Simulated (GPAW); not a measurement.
# SnTe (Fm-3m): one start, several treatments of the self-energy, part 2 of 2

Aim: compare treatments of exchange, screening and correlation for the gap of SnTe (Fm-3m).

GPAW 26.7.0; PBE and many-body steps on it, plane waves. Known limits of the many-body steps: not at the basis limit; model gap, bands may invert with spin-orbit coupling; no spin-orbit coupling; coarse k mesh.

So far. Step 2 (Empty states on the mesh, 4×4×4 mesh, 748 bands): On this mesh the gap is 0.105 eV. Step 3 (G0W0, Godby-Needs plasmon pole): The gap on the mesh goes from 0.11 eV to 0.19 eV, a correction of +0.09 eV.

The database entry behind the starting cell differs from later determinations by our own check (about 0.3 % short), so it need not match the best structure at ambient conditions.

### 5. G0W0, extrapolated in the cutoff

This step: G0W0 on PBE, plane waves, PAW.

run.py

```python
import json
import numpy as np
from gpaw.mpi import world
from gpaw.response.g0w0 import G0W0

gw = G0W0('full.gpw',
    filename='gw',
    kpts=[0, 7],
    bands=(8, 12),
    ecut=300.0,
    integrate_gamma='WS',
    ppa=True,
    ecut_extrapolation=True)
gw.calculate()
res = {mode: {k: v for k, v in r.items() if k != 'sigma_eskwn'}
       for mode, r in gw.all_results.items()}

if world.rank == 0:
    with open('result.json', 'w') as f:
        json.dump(res, f, default=lambda x: x.tolist())
```

The run is started by

```sh
$ mpirun -n 4 gpaw python run.py
```

Numbers of over 12 decimals in the logs are rounded to 6 here.

What it wrote:

```text
Using integrator: PointIntegrator
FrequencyGridDescriptor(from 0.000+0.000j to 0.000+27.211j eV, 2 points)
Nonperiodic BCs:  [False False False]
Using integrator: PointIntegrator
FrequencyGridDescriptor(from 0.000+0.000j to 0.000+27.211j eV, 2 points)
Nonperiodic BCs:  [False False False]
  ___  _ _ _
 |   || | | |
 | | || | | |
 |__ ||_____|
 |___|

BZ k-points: Symmetries present (total): 48

  [... matrices ...]
64 k-points: 4 x 4 x 4 Monkhorst-Pack grid + [1/8,1/8,1/8]
8 k-points in the irreducible part of the Brillouin zone
       k-points in crystal coordinates                weights
   0:     0.00000000    0.00000000    0.00000000          1/64
   1:     0.25000000    0.25000000    0.00000000          6/64
   2:     0.25000000    0.25000000    0.25000000          8/64
[...]
6:     0.50000000    0.50000000    0.25000000         24/64
   7:     0.50000000    0.50000000    0.50000000          4/64

Distributing spins, k-points and bands (1 x 2 x 4) over 4 processes
Number of blocks: 1

Quasi particle states:
k-points (IBZ indices): [0, 7]
Band range: (8, 12)
  [... matrices ...]
Computational parameters:
Extrapolating to infinite plane wave cut-off using points at:
  258.532 eV
  277.345 eV
  300.000 eV
Number of bands: 738
Coulomb cutoff: None
Broadening: 0.1 eV

fxc modes: GW
Kernel: RPA
Using Godby-Needs plasmon-pole approximation:
  Fitting energy: i*E0, E0 = 1.000 Hartree
Summing all q:

Calculating screened Coulomb potential
No Coulomb truncation
FrequencyGridDescriptor(from 0.000+0.000j to 0.000+27.211j eV, 2 points)
Removing empty qpoint cache files...

Calculating chi0 body with:
    Ground state adapter containing:
    Number of spins: 1
    Number of kpoints: 64
    Number of irreducible kpoints: 8
[...]
chi0_wGG: 16.040802 M / cpu
Integrating chi0 body.

Symmetries of q_c:
    Direct symmetries (Uq -> q): 48
    Indirect symmetries (TUq -> q): 0
In total 48 allowed symmetries.

  [... matrices ...]
8 groups of equivalent kpoints. 87.5% reduction.

Integral kind: response function
Integrating chi0 head and wings.

Symmetries of q_c:
    Direct symmetries (Uq -> q): 48
    Indirect symmetries (TUq -> q): 0
In total 48 allowed symmetries.

  [... matrices ...]
8 groups of equivalent kpoints. 87.5% reduction.

Integral kind: response function wings

Calculating chi0 body with:
    Ground state adapter containing:
    Number of spins: 1
    Number of kpoints: 64
    Number of irreducible kpoints: 8
    Number of completely occupied states: 10
    Number of partially occupied states: 10
    Occupied states memory: 2.109375 M / cpu

    Linear response parametrization:
[... the further q-points ...]
Extrapolating selfenergy to infinite energy cutoff:
  Performing linear fit to 3 points
  Warning: Bad quality of linear fit for some (n,k).
           Higher cutoff might be necessary.
  Minimum R^2 = 0.6902. (R^2 Should be close to 1)
  [... matrices ...]
Results:
f:      Occupation numbers
eps:     KS-eigenvalues [eV]
vxc:     KS vxc [eV]
exx:     Exact exchange [eV]
sigma:   Self-energies [eV]
dsigma:  Self-energy derivatives
Z:       Renormalization factors
qp:      QP-energies [eV]

k-point 0 (0): (0.000, 0.000, 0.000)                GW
band       f     eps     vxc     exx   sigma  dsigma       Z      qp
                                                                   GW
   8   1.000   4.305 -13.355 -15.236   1.280  -0.319   0.758   3.849
   9   1.000   4.305 -13.355 -15.236   1.280  -0.319   0.758   3.849
  10   0.000   9.802 -12.782  -7.997  -4.996  -0.320   0.758   9.642
[...]
k-point 1 (7): (0.500, 0.500, 0.500)                GW
band       f     eps     vxc     exx   sigma  dsigma       Z      qp
                                                                   GW
[...]
10   0.000   6.573 -14.338 -12.059  -2.582  -0.290   0.775   6.337
  11   0.000   6.817 -11.564  -8.539  -3.430  -0.291   0.775   6.503
```

Elapsed: 49 min, on 4 MPI ranks of Arm Neoverse V1, shared host; peak memory 2.6 GiB; 3.3 h of CPU time.

This step gave:

```
quasiparticle gap on the points computed              : 0.1616 eV
least direct quasiparticle gap on the computed points : 0.1616 eV
Z at the valence top                                  : 0.7797
Z at the conduction bottom                            : 0.7749
starting gap on the mesh                              : 0.1055 eV
k of the valence top                                  : 0.5, 0.5, 0.5
k of the conduction bottom                            : 0.5, 0.5, 0.5
gaps at the cutoffs of the extrapolation              : 0.1779, 0.1762, 0.1746 eV
```

Against G0W0 in GPAW (4×4×4 mesh, 343 bands, screening to 180 eV, Godby-Needs plasmon pole), the gap moves by −0.032 eV.

### 6. One-shot Hartree-Fock

This step: one-shot Hartree-Fock levels on PBE orbitals, plane waves, PAW.

run.py

```python
import json
import numpy as np
from gpaw.mpi import world
from gpaw.hybrids.eigenvalues import non_self_consistent_eigenvalues

dft, vxc, vxc_hyb = non_self_consistent_eigenvalues('full.gpw', 'EXX', 8, 12, kpt_indices=[0, 7])
res = {'dft': dft[0], 'hybrid': (dft - vxc + vxc_hyb)[0]}
if world.rank == 0:
    with open('hybrid.txt', 'w') as f:
        for k, e0, e1 in zip([0, 7], res['dft'], res['hybrid']):
            print(k, ' '.join(f'{x:9.4f}' for x in e0), '|', ' '.join(f'{x:9.4f}' for x in e1), file=f)

if world.rank == 0:
    with open('result.json', 'w') as f:
        json.dump(res, f, default=lambda x: x.tolist())
```

The run is started by

```sh
$ mpirun -n 4 gpaw python run.py
```

What it wrote:

```text
IBZ(<points: 8, symmetries: 48>)
Occupied bands: 10
Transforming wave functions from IBZ to BZ: 0.026 seconds
Distributing wave functions and iFFT-ing to real space: 0.146 seconds
Calculating eigenvalues:
  k-points: 2
  Bands: 8-11 (inclusive)
  Seconds: 0.708 (wave-function broadcasting: 0.008 seconds)
HSE06-eigenvalue shifts:
  min: -1.881 eV
  ave: 1.295 eV
  max: 4.785 eV
```

Elapsed: 3.8 s, on 4 MPI ranks; peak memory 0.48 GiB; 15 s of CPU time.

Numbers from this step:

| Item | Value |
| --- | --- |
| starting gap on the mesh | 0.1055 eV |
| hybrid gap on the mesh | 1.477 eV |
| least direct hybrid gap on the computed points | 1.477 eV |

### 7. G0W0, full frequency, Hilbert transform

This step: G0W0 on PBE, plane waves, PAW.

run.py

```python
import json
import numpy as np
from gpaw.mpi import world
from gpaw.response.g0w0 import G0W0

gw = G0W0('full.gpw',
    filename='gw',
    kpts=[0, 7],
    bands=(8, 12),
    ecut=180,
    nbands=343,
    integrate_gamma='WS',
    frequencies={'type': 'nonlinear', 'domega0': 0.1, 'omega2': 15.0},
    eta=0.1,
    nblocksmax=True)
gw.calculate()
res = {mode: {k: v for k, v in r.items() if k != 'sigma_eskwn'}
       for mode, r in gw.all_results.items()}

if world.rank == 0:
    with open('result.json', 'w') as f:
        json.dump(res, f, default=lambda x: x.tolist())
```

The run is started by

```sh
$ mpirun -n 4 gpaw python run.py
```

What it wrote:

```text
Using integrator: PointIntegrator
NonLinearFrequencyDescriptor(from 0.000 to 189.376 eV, 305 points)
Nonperiodic BCs:  [False False False]
Using integrator: PointIntegrator
NonLinearFrequencyDescriptor(from 0.000 to 189.376 eV, 305 points)
Nonperiodic BCs:  [False False False]
  ___  _ _ _
 |   || | | |
 | | || | | |
 |__ ||_____|
 |___|

BZ k-points: Symmetries present (total): 48

  [... matrices ...]
64 k-points: 4 x 4 x 4 Monkhorst-Pack grid + [1/8,1/8,1/8]
8 k-points in the irreducible part of the Brillouin zone
       k-points in crystal coordinates                weights
[...]
GW
   8   1.000   4.305 -13.355 -15.236   1.416  -0.413   0.708   3.976
   9   1.000   4.305 -13.355 -15.236   1.416  -0.413   0.708   3.976
  10   0.000   9.802 -12.782  -7.997  -4.951  -0.409   0.710   9.684
[...]
k-point 1 (7): (0.500, 0.500, 0.500)                GW
band       f     eps     vxc     exx   sigma  dsigma       Z      qp
                                                                   GW
[...]
10   0.000   6.573 -14.338 -12.059  -2.460  -0.349   0.741   6.438
  11   0.000   6.817 -11.564  -8.539  -3.333  -0.364   0.733   6.591
```

Wall time 8.5 min (4 MPI ranks); peak memory 4.1 GiB.

This step gave:

| Item | Value |
| --- | --- |
| G0W0 gap on the points computed | 0.1568 eV |
| least direct G0W0 gap on the computed points | 0.1568 eV |
| starting gap on the mesh | 0.1055 eV |
| k of the valence top | 0.5, 0.5, 0.5 |
| k of the conduction bottom | 0.5, 0.5, 0.5 |

Against G0W0 in GPAW (4×4×4 mesh, 343 bands, screening to 180 eV, Godby-Needs plasmon pole), the gap moves by −0.037 eV.

### 8. Side by side

Times are wall times on 4 MPI ranks of Arm Neoverse V1, shared host, good to a factor of about two.

| run | mesh | bands | screening cutoff (eV) | DFT gap (eV) | gap on the mesh (eV) | direct (eV) | time |
| --- | --- | --- | --- | --- | --- | --- | --- |
| G0W0, Godby-Needs plasmon pole | 4×4×4 | 343 | 180 | 0.105 | 0.194 | 0.194 | 3.8 min |
| one-shot HSE06 | 4×4×4 | - | - | 0.105 | 0.038 | 0.038 | 4.8 s |
| G0W0, extrapolated in the cutoff | 4×4×4 | - | 300 | 0.105 | 0.162 | 0.162 | 49 min |
| one-shot Hartree-Fock | 4×4×4 | - | - | 0.105 | 1.477 | 1.477 | 3.8 s |
| G0W0, full frequency, Hilbert transform | 4×4×4 | 343 | 180 | 0.105 | 0.157 | 0.157 | 8.5 min |

### 9. What came out

| Quantity | Value |
| --- | --- |
| G0W0, Godby-Needs plasmon pole | 0.194 eV |
| one-shot HSE06 | 0.038 eV |
| G0W0, extrapolated in the cutoff | 0.162 eV |
| one-shot Hartree-Fock | 1.477 eV |
| G0W0, full frequency, Hilbert transform | 0.157 eV |
| known limits | not at the basis limit; model gap, bands may invert with spin-orbit coupling; no spin-orbit coupling; coarse k mesh |

In words: One-shot HSE06: −0.156 eV against G0W0, Godby-Needs plasmon pole. G0W0, extrapolated in the cutoff: −0.032 eV against G0W0, Godby-Needs plasmon pole, at other bands or cutoff, so not like for like. One-shot Hartree-Fock: +1.283 eV against G0W0, Godby-Needs plasmon pole. G0W0, full frequency, Hilbert transform: −0.037 eV against G0W0, Godby-Needs plasmon pole. Bare exchange alone opens the gap to 1.48 eV; against G0W0, correlation takes back 1.28 eV. One-shot hybrid levels are evaluated on the PBE orbitals. Bands and cutoff are finite, so the gap is not at the basis limit. The miss can reach some tenths of an eV and take either sign; the mesh is an error of its own. These stock PAW sets were not made for GW; the filled d or f shell of Te lies in the frozen core, which bears on start and correction. In the G0W0 runs levels were corrected at 2 k points alone, so a gap called «on the mesh» is the least over those, and an edge elsewhere would be missed. The program warns of a poor linear fit in the extrapolation of some level, so the extrapolated values are rough. The 4×4×4 mesh is coarse for this cell, which bears on the long-range parts of exchange and screening. With atoms this heavy and so narrow a gap, spin-orbit coupling can invert the bands. These scalar-relativistic gaps are then model values, not to be set against experiment, and a spin-orbit change taken from DFT can't simply be added.

[Paths, hosts, dates, memory and timing lines, banners, echoed tables and standing remarks are left out of the program output.]

[Logs are printed without paths, hosts, clocks, repeated set-up lines and the standing remarks that a program may print on its own settings, such as how far it seeks lower states.]

[Runs of the session that timed out or met a known fault of the program may be left out.]

[Hosts, paths, dates, database ids (printed as entryN), source tags and the programs' standing remarks are cut or masked in the printed files.]
